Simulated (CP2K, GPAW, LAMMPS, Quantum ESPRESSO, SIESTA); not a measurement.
**A faulty CP2K run on amorphous carbon (220 atoms)**

Program: CP2K 2026.2, a calculation on a cell of 220 C, 6.83 Å³ an atom.

File input.inp:

```
&GLOBAL
  PROJECT cell
  RUN_TYPE ENERGY_FORCE
  PRINT_LEVEL LOW
&END GLOBAL
&FORCE_EVAL
  METHOD QS
  STRESS_TENSOR ANALYTICAL
  &DFT
    BASIS_SET_FILE_NAME BASIS_MOLOPT
    POTENTIAL_FILE_NAME GTH_POTENTIALS
    &MGRID
      CUTOFF 450
      REL_CUTOFF 50
    &END MGRID
    &QS
      EPS_DEFAULT 1.0E-12
    &END QS
    &SCF
      SCF_GUESS ATOMIC
      EPS_SCF 1.0E-06
      MAX_SCF 60
      ADDED_MOS 99
      &DIAGONALIZATION
        ALGORITHM STANDARD
      &END DIAGONALIZATION
      &SMEAR ON
        METHOD FERMI_DIRAC
        ELECTRONIC_TEMPERATURE [K] 580
      &END SMEAR
      &MIXING
        METHOD DIRECT_P_MIXING
        ALPHA 0.8
      &END MIXING
      &PRINT
        &RESTART OFF
        &END RESTART
      &END PRINT
    &END SCF
    &XC
      &XC_FUNCTIONAL PBE
      &END XC_FUNCTIONAL
    &END XC
    &PRINT
      &MULLIKEN ON
      &END MULLIKEN
      &HIRSHFELD ON
        SHAPE_FUNCTION DENSITY
      &END HIRSHFELD
      &MO ON
        EIGENVALUES T
        OCCUPATION_NUMBERS T
        MO_INDEX_RANGE 429 452
        &EACH
          QS_SCF 0
        &END EACH
        ADD_LAST NUMERIC
      &END MO
    &END PRINT
  &END DFT
  &SUBSYS
    &CELL
      A 11.45530 0.00000 0.00000
      B 0.00000 11.45530 0.00000
      C 0.00000 0.00000 11.45530
    &END CELL
    &COORD
      SCALED
      C 0.09166 0.72294 0.73140
      C 0.80345 0.30737 0.67367
      C 0.64663 0.02197 0.97178
      C 0.76432 0.75459 0.16007
      C 0.98113 0.21586 0.95540
      C 0.58127 0.52451 0.38084
      C 0.93568 0.98977 0.51296
      C 0.40393 0.75439 0.97441
      C 0.08403 0.82013 0.82525
      C 0.16090 0.30462 0.03308
[... 206 atom lines left out ...]
      C 0.22473 0.64313 0.89387
      C 0.81898 0.55053 0.84100
      C 0.62701 0.25697 0.47548
      C 0.40380 0.86132 0.89728
    &END COORD
    &KIND C
      BASIS_SET DZVP-MOLOPT-SR-GTH-q4
      POTENTIAL GTH-PBE-q4
    &END KIND
  &END SUBSYS
  &PRINT
    &FORCES ON
    &END FORCES
    &STRESS_TENSOR ON
    &END STRESS_TENSOR
  &END PRINT
&END FORCE_EVAL
```

On the command line:

```sh
> OMP_NUM_THREADS=1 mpirun -np 4 cp2k.psmp -i input.inp > output.txt
```

Numbers of over 12 decimals in the logs are rounded to 6 here.

What it wrote:

```text
CP2K| version string:                                       CP2K version 2026.2
 CP2K| Input file name                                                 input.inp
 GLOBAL| Basis set file name                                        BASIS_MOLOPT
 GLOBAL| Potential file name                                      GTH_POTENTIALS
 GLOBAL| Run type                                                   ENERGY_FORCE
 GLOBAL| Total number of message passing processes                             4
 GLOBAL| Number of threads for this process                                    1
 TOTAL NUMBERS AND MAXIMUM NUMBERS
  Total number of            - Atomic kinds:                                   1
                             - Atoms:                                        220
                             - Shell sets:                                   220
                             - Shells:                                      1100
                             - Primitive Cartesian functions:               1100
                             - Cartesian basis functions:                   3080
                             - Spherical basis functions:                   2860
  Maximum angular momentum of- Orbital basis functions:                        2
                             - Local part of the GTH pseudopotential:          2
                             - Non-local part of the GTH pseudopotential:      0
 SCF PARAMETERS         Density guess:                                    ATOMIC
                        max_scf:                                              60
                        eps_scf:                                        1.00E-06
                        added MOs                                        99    0
                        Mixing method:                           DIRECT_P_MIXING
                        Smear method:                                FERMI_DIRAC
                        Electronic temperature [K]:                        580.0
                        Electronic temperature [a.u.]:                  1.84E-03
                        Accuracy threshold:                             1.00E-10
 Extrapolation method: initial_guess
 Number of electrons:                                                        880
 Number of occupied orbitals:                                                440
 Number of molecular orbitals:                                               539
 Number of orbital functions:                                               2860
 Number of independent orbital functions:                                   2860
 SCF WAVEFUNCTION OPTIMIZATION
  Step     Update method      Time    Convergence         Total energy    Change
     1 P_Mix/Diag. 0.80E+00   14.0     0.93482228     -1247.6154408159 -1.25E+03
     2 P_Mix/Diag. 0.80E+00   17.7     1.18495636     -1245.0881354198  2.53E+00
     3 P_Mix/Diag. 0.80E+00   17.7     5.68052635     -1210.9058233772  3.42E+01
[...]
59 P_Mix/Diag. 0.80E+00   17.6    34.10123532      4947.7434291513 -4.36E+01
    60 P_Mix/Diag. 0.80E+00   16.8    27.35707267      5670.6874967894  7.23E+02
  Leaving inner SCF loop after reaching    60 steps.
  Electronic density on regular grids:       -879.9999999999        0.0000000001
  Core density on regular grids:              879.9999999992       -0.0000000008
  Total charge density on r-space grids:       -0.0000000006
  Total charge density g-space grids:          -0.0000000006
  Overlap energy of the core charge distribution:               1.1879e-05
  Self energy of the core charge distribution:              -2933.701744
  Core Hamiltonian energy:                                   1930.102624
  Hartree energy:                                            7182.467518
  Exchange-correlation energy:                               -508.177385
  Electronic entropic energy:                                  -0.00473368
  Fermi energy:                                                -9.186466
  Total energy:                                              5670.687497
  Total energy (extrapolated to T->0):                       5670.689864
 *   ___                                                                       *
 *  /   \                                                                      *
 * [ABORT]                                                                     *
 *  \___/     SCF run NOT converged. To continue the calculation regardless,   *
 *    |             please set the keyword IGNORE_CONVERGENCE_FAILURE.         *
 *  O/|                                                                        *
 * /| |                                                                        *
```

Wall time 18 min (4 MPI ranks of Arm Neoverse V1, shared host); peak memory 4 GiB.

Banners, paths, timers and routine set-up lines are dropped from the logs unmarked, and long logs keep their key lines alone; longer cuts are marked.

**Question.** What is wrong with this input?

Mixing far too strong: mixer DIRECT_P_MIXING and mixing weight 0.8.

The run ended unconverged.

[Also dropped from logs without a mark: logging warnings of Python, and SIESTA's first energy breakdown and zero terms.]

[Logs are printed without paths, hosts, clocks, repeated set-up lines and the standing remarks that a program may print on its own settings, such as how far it seeks lower states.]

[Hosts, paths, dates, database ids (printed as entryN), source tags and the programs' standing remarks are cut or masked in the printed files.]
